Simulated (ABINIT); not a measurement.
# Beyond one shot: GaN (F-43m), part 3 of 3

Wanted: G0W0 and self-consistent gaps of GaN (F-43m), with the cost of the cycles.

ABINIT 10.8.3; LDA and many-body steps on it, plane waves. Known limits of the many-body steps: not at the basis limit; no spin-orbit coupling.

So far. Step 7 (evGW0, cycle 3): Against the cycle before, the gap moves by +0.009 eV. Step 10 (evGW, cycle 1): Against G0W0 in ABINIT (6×6×6 mesh, 123 bands, screening to 244.9 eV, Godby-Needs plasmon pole), the gap moves by +0.440 eV.

### 13. evGW, cycle 2

This step: evGW on LDA, plane waves, norm-conserving pseudopotentials.

Input file run.abi:

```
acell 3*1.0 Angstrom
rprim 
  0.000000000000 2.253500607500 2.253500607500
  2.253500607500 0.000000000000 2.253500607500
  2.253500607500 2.253500607500 0.000000000000
ntypat 2
znucl 31 7
natom 2
typat 1 2
xred 
  0.000000000000 0.000000000000 0.000000000000
  0.750000000000 0.750000000000 0.750000000000
pp_dirpath "pseudos"
pseudos "Ga.upf, N.upf"
ecut 45
ngkpt 6 6 6
nshiftk 1
shiftk 0 0 0
kptopt 1
chksymbreak 0
istwfk *1
occopt 1
irdwfk 1
optdriver 4
nband 123
gwcalctyp 10
ecutsigx 45
symsigma 1
nkptgw 16
kptgw 
  0.0000000000 0.0000000000 0.0000000000
  0.1666666667 0.0000000000 0.0000000000
  0.3333333333 0.0000000000 0.0000000000
  0.5000000000 0.0000000000 0.0000000000
  0.1666666667 0.1666666667 0.0000000000
  0.3333333333 0.1666666667 0.0000000000
  0.5000000000 0.1666666667 0.0000000000
  -0.3333333333 0.1666666667 0.0000000000
  -0.1666666667 0.1666666667 0.0000000000
  0.3333333333 0.3333333333 0.0000000000
  0.5000000000 0.3333333333 0.0000000000
  -0.3333333333 0.3333333333 0.0000000000
  0.5000000000 0.5000000000 0.0000000000
  0.5000000000 0.3333333333 0.1666666667
  -0.3333333333 0.3333333333 0.1666666667
  -0.3333333333 0.5000000000 0.1666666667
bdgw 
  11 18
  11 18
  11 18
  11 18
  11 18
  11 18
  11 18
  11 18
  11 18
  11 18
  11 18
  11 18
  11 18
  11 18
  11 18
  11 18
ecuteps 9
irdscr 1
ppmodel 1
irdqps 1
indata_prefix "in"
outdata_prefix "out"
tmpdata_prefix "tmp"
```

The run is started by

```console
$ OMP_NUM_THREADS=1 mpirun -n 8 abinit run.abi > log
```

The log of the run:

```text
.Version 10.8.3 of ABINIT. v10.8.2 released Aug 2026.

 Symmetries : space group F-4 3 m (#216); Bravais cF (face-center cubic)
[... echo of the input left out ...]
== DATASET  1 ==================================================================
-   mpi_nproc: 8, omp_nthreads: 1 (-1 if OMP is not activated)

--- !DatasetInfo
iteration_state: {dtset: 1, }
dimensions: {natom: 2, nkpt: 16, mband: 123, nsppol: 1, nspinor: 1, nspden: 1, mpw: 2252, }
cutoff_energies: {ecut:  45.0, pawecutdg:  -1.0, }
[...]
.  kptgw no:  3; Maximum DeltaE = (   0.020   0.001) for band index:  8
[...]
.  kptgw no: 15; Maximum DeltaE = (   0.017  -0.000) for band index:  7
.  kptgw no: 16; Maximum DeltaE = (   0.022  -0.000) for band index:  8

== END DATASET(S) ==============================================================
================================================================================

 -outvars: echo values of variables after computation  --------
           etotal      0.0000000000E+00
            nband         123
             nkpt          16
          spgroup         216
 [... the other variables as echoed above ...]

 Calculation completed.
```

Run time: 4.3 min. Hardware: 8 MPI ranks of Arm Neoverse V2, shared host; peak memory 2.6 GiB; 34 min of CPU time.

Numbers from this step:

| Quantity | Value |
| --- | --- |
| quasiparticle gap on the mesh | 3.396 eV |
| gap of the density functional on the mesh | 1.753 eV |
| k of the valence top | 0, 0, 0 |
| k of the conduction bottom | 0, 0, 0 |
| least direct quasiparticle gap on the computed points | 3.396 eV |

Against the cycle before, the gap moves by +0.028 eV.

### 14. Screening, 6×6×6 mesh, 123 bands, screening to 244.9 eV

This step: RPA screening on LDA, plane waves, norm-conserving pseudopotentials.

Input file run.abi:

```
acell 3*1.0 Angstrom
rprim 
  0.000000000000 2.253500607500 2.253500607500
  2.253500607500 0.000000000000 2.253500607500
  2.253500607500 2.253500607500 0.000000000000
ntypat 2
znucl 31 7
natom 2
typat 1 2
xred 
  0.000000000000 0.000000000000 0.000000000000
  0.750000000000 0.750000000000 0.750000000000
pp_dirpath "pseudos"
pseudos "Ga.upf, N.upf"
ecut 45
ngkpt 6 6 6
nshiftk 1
shiftk 0 0 0
kptopt 1
chksymbreak 0
istwfk *1
occopt 1
irdwfk 1
optdriver 3
nband 123
ecuteps 9
inclvkb 2
awtr 1
symchi 1
gwcalctyp 10
mbpt_sciss 2.032 eV
nqptdm 1
qptdm 
  0 0 0
indata_prefix "in"
outdata_prefix "out"
tmpdata_prefix "tmp"
```

The log of the run:

```text
.Version 10.8.3 of ABINIT. v10.8.2 released Aug 2026.

 Symmetries : space group F-4 3 m (#216); Bravais cF (face-center cubic)
[... echo of the input left out ...]
== DATASET  1 ==================================================================
-   mpi_nproc: 8, omp_nthreads: 1 (-1 if OMP is not activated)

--- !DatasetInfo
iteration_state: {dtset: 1, }
dimensions: {natom: 2, nkpt: 16, mband: 123, nsppol: 1, nspinor: 1, nspden: 1, mpw: 2252, }
cutoff_energies: {ecut:  45.0, pawecutdg:  -1.0, }
[...]
[... chi0 elements left out ...]
 For q-point:  0.000010 0.000020 0.000030
  dielectric constant =   5.0661
  dielectric constant without local fields =   5.3805

  Average fulfillment of the sum rule on Im[epsilon] for q-point    1 :     59.00  [%]
[... wings left out ...]
== END DATASET(S) ==============================================================
================================================================================

 -outvars: echo values of variables after computation  --------
           etotal      0.0000000000E+00
            nband         123
             nkpt          16
          spgroup         216
 [... the other variables as echoed above ...]

 Calculation completed.
```

It took 5.8 s on 8 MPI ranks; peak memory 1.2 GiB; 45 s of CPU time.

Numbers from this step:

| Item | Value |
| --- | --- |
| ε∞ with local fields, on this mesh, along the program's q direction | 5.066 |
| the same without local fields | 5.380 |
| plasma frequency | 39.58 eV |
| plane waves in the screening matrix | 181 |

This screening uses the functional's bands under a rigid shift, the mean opening of the cycle before.

### 15. Screening, 6×6×6 mesh, 123 bands, screening to 244.9 eV

This step: RPA screening on LDA from quasiparticle energies, plane waves, norm-conserving pseudopotentials.

run.abi, as its differences from that of step 14:

```diff
@@ -29,7 +29,21 @@
 symchi 1
+irdqps 1
 gwcalctyp 10
-mbpt_sciss 2.032 eV
-nqptdm 1
+nqptdm 15
 qptdm 
-  0 0 0
+  0.1666666667 0.0000000000 0.0000000000
+  0.3333333333 0.0000000000 0.0000000000
+  0.5000000000 0.0000000000 0.0000000000
+  0.1666666667 0.1666666667 0.0000000000
+  0.3333333333 0.1666666667 0.0000000000
+  0.5000000000 0.1666666667 0.0000000000
+  -0.3333333333 0.1666666667 0.0000000000
+  -0.1666666667 0.1666666667 0.0000000000
+  0.3333333333 0.3333333333 0.0000000000
+  0.5000000000 0.3333333333 0.0000000000
+  -0.3333333333 0.3333333333 0.0000000000
+  0.5000000000 0.5000000000 0.0000000000
+  0.5000000000 0.3333333333 0.1666666667
+  -0.3333333333 0.3333333333 0.1666666667
+  -0.3333333333 0.5000000000 0.1666666667
 indata_prefix "in"
```

Input file mrgscr.stdin:

```
2
merged
q0_SCR
out_SCR
1
```

The run is started by

```console
$ OMP_NUM_THREADS=1 mpirun -n 8 abinit run.abi > log; mrgscr < mrgscr.stdin
```

The log of the run:

```text
.Version 10.8.3 of ABINIT. v10.8.2 released Aug 2026.

 Symmetries : space group F-4 3 m (#216); Bravais cF (face-center cubic)
[... echo of the input left out ...]
== DATASET  1 ==================================================================
-   mpi_nproc: 8, omp_nthreads: 1 (-1 if OMP is not activated)

--- !DatasetInfo
iteration_state: {dtset: 1, }
dimensions: {natom: 2, nkpt: 16, mband: 123, nsppol: 1, nspinor: 1, nspden: 1, mpw: 2252, }
cutoff_energies: {ecut:  45.0, pawecutdg:  -1.0, }
[...]
q-point number  1        q = ( 0.166667, 0.000000, 0.000000) [r.l.u.]
--------------------------------------------------------------------------------
[... chi0 elements left out ...]
  Average fulfillment of the sum rule on Im[epsilon] for q-point    2 :     73.49  [%]

--------------------------------------------------------------------------------
  q-point number  2        q = ( 0.333333, 0.000000, 0.000000) [r.l.u.]
--------------------------------------------------------------------------------
[... chi0 elements left out ...]
  Average fulfillment of the sum rule on Im[epsilon] for q-point    3 :     67.15  [%]

 [... 13 further q-points ...]
```

It took 80 s on 8 MPI ranks; peak memory 1.8 GiB; 11 min of CPU time.

Numbers from this step:

| Item | Value |
| --- | --- |
| plasma frequency | 39.58 eV |
| plane waves in the screening matrix | 181 |

This screening reads the quasiparticle levels of the cycle before.

### 16. evGW, cycle 3

This step: evGW on LDA, plane waves, norm-conserving pseudopotentials.

run.abi, as its differences from that of step 15:

```diff
@@ -23,12 +23,10 @@
 irdwfk 1
-optdriver 3
+optdriver 4
 nband 123
-ecuteps 9
-inclvkb 2
-awtr 1
-symchi 1
-irdqps 1
 gwcalctyp 10
-nqptdm 15
-qptdm 
+ecutsigx 45
+symsigma 1
+nkptgw 16
+kptgw 
+  0.0000000000 0.0000000000 0.0000000000
   0.1666666667 0.0000000000 0.0000000000
@@ -48,2 +46,23 @@
   -0.3333333333 0.5000000000 0.1666666667
+bdgw 
+  11 18
+  11 18
+  11 18
+  11 18
+  11 18
+  11 18
+  11 18
+  11 18
+  11 18
+  11 18
+  11 18
+  11 18
+  11 18
+  11 18
+  11 18
+  11 18
+ecuteps 9
+irdscr 1
+ppmodel 1
+irdqps 1
 indata_prefix "in"
```

The run is started by

```console
$ OMP_NUM_THREADS=1 mpirun -n 8 abinit run.abi > log
```

The log of the run:

```text
.Version 10.8.3 of ABINIT. v10.8.2 released Aug 2026.

 Symmetries : space group F-4 3 m (#216); Bravais cF (face-center cubic)
[... echo of the input left out ...]
== DATASET  1 ==================================================================
-   mpi_nproc: 8, omp_nthreads: 1 (-1 if OMP is not activated)

--- !DatasetInfo
iteration_state: {dtset: 1, }
dimensions: {natom: 2, nkpt: 16, mband: 123, nsppol: 1, nspinor: 1, nspden: 1, mpw: 2252, }
cutoff_energies: {ecut:  45.0, pawecutdg:  -1.0, }
[...]
.  kptgw no:  3; Maximum DeltaE = (   0.001   0.001) for band index:  8
[...]
.  kptgw no: 15; Maximum DeltaE = (  -0.018  -0.007) for band index:  1
.  kptgw no: 16; Maximum DeltaE = (   0.002  -0.000) for band index:  7

== END DATASET(S) ==============================================================
================================================================================

 -outvars: echo values of variables after computation  --------
           etotal      0.0000000000E+00
            nband         123
             nkpt          16
          spgroup         216
 [... the other variables as echoed above ...]

 Calculation completed.
```

Wall time 4.2 min (8 MPI ranks); peak memory 2.6 GiB.

This step gave:

* quasiparticle gap on the mesh: 3.398 eV
* gap of the density functional on the mesh: 1.753 eV
* k of the valence top: 0, 0, 0
* k of the conduction bottom: 0, 0, 0
* least direct quasiparticle gap on the computed points: 3.398 eV

Against the cycle before, the gap moves by +0.002 eV.

### 17. The runs together

Times are wall times on 8 MPI ranks of Arm Neoverse V2, shared host, good to a factor of about two. A run's time includes the screening step that it read.

```tsv
run	mesh	bands	screening cutoff (eV)	DFT gap (eV)	gap on the mesh (eV)	direct (eV)	ε∞ used	time
G0W0	6×6×6	123	244.9	1.753	2.928	2.928	6.50	92 s
evGW0, cycle 1	6×6×6	123	244.9	1.753	3.212	3.212	6.50	5.5 min
evGW0, cycle 2	6×6×6	123	244.9	1.753	3.085	3.085	6.50	5.5 min
evGW0, cycle 3	6×6×6	123	244.9	1.753	3.094	3.094	6.50	5.5 min
evGW, cycle 1	6×6×6	123	244.9	1.753	3.368	3.368	5.25	5.7 min
evGW, cycle 2	6×6×6	123	244.9	1.753	3.396	3.396	5.08	5.7 min
evGW, cycle 3	6×6×6	123	244.9	1.753	3.398	3.398	5.07	5.7 min
```

### 18. Results

```yaml
g0w0: 2.928 eV
evgw0_cycle_1: 3.212 eV
evgw0_cycle_2: 3.085 eV
evgw0_cycle_3: 3.094 eV
evgw_cycle_1: 3.368 eV
evgw_cycle_2: 3.396 eV
evgw_cycle_3: 3.398 eV
known_limits: not at the basis limit; no spin-orbit coupling
```

In words: Only the bands that the input lists are updated; the others, empty or deep, keep the functional's energies or take a rigid shift. The evGW loop starts from the last levels of evGW0, so its cycles and time come on top of those. evGW0 ends at 3.09 eV, +0.17 eV from G0W0, after 3 cycles that took 13 min beside the first screening; the last moved the gap by 0.009 eV. evGW ends at 3.40 eV, +0.47 eV from G0W0, after 3 cycles that took 17 min beside the first screening; the last moved the gap by 0.002 eV. The first cycle of evGW0 takes the full correction, without the factor Z, so it overshoots the one-shot value. Against experiment, by evGW, cycle 3: the direct gap of 3.40 eV lies +0.17 eV from the measured 3.23 eV (exciton, 300 K, on 3C-SiC/Si(001), 2022). An exciton line or allowed optical edge lies below the quasiparticle gap by the binding energy; a forbidden edge can push the onset above it. These are gaps on the mesh, at modest bands and cutoff. The calculation has static nuclei and no excitons; a measured gap holds zero-point and thermal motion, which mostly lowers it. Bands and cutoff are finite, so the gap is not at the basis limit. The miss can reach some tenths of an eV and take either sign; the mesh is an error of its own. In the updated screening the q = 0 part is built from Kohn-Sham bands under a rigid shift, the other q from the quasiparticle levels. The many-body steps are scalar-relativistic: spin-orbit coupling is not in them.

[Paths, hosts, dates, memory and timing lines, banners, echoed tables and standing remarks are left out of the program output.]

[Logs are printed without paths, hosts, clocks, repeated set-up lines and the standing remarks that a program may print on its own settings, such as how far it seeks lower states.]

[Runs of the session that timed out or met a known fault of the program may be left out.]

[Hosts, paths, dates, database ids (printed as entryN), source tags and the programs' standing remarks are cut or masked in the printed files.]

[G0W0 gaps are taken among the corrected bands and points alone; a level outside them can change the order at an edge.]

[Where Ansatz stands beside ABINIT at settings called matched, ABINIT's density can come from a denser mesh and the files from another edition; pairs whose starting gaps differed by over 0.03 eV were left out, so agreement reads better than it is.]
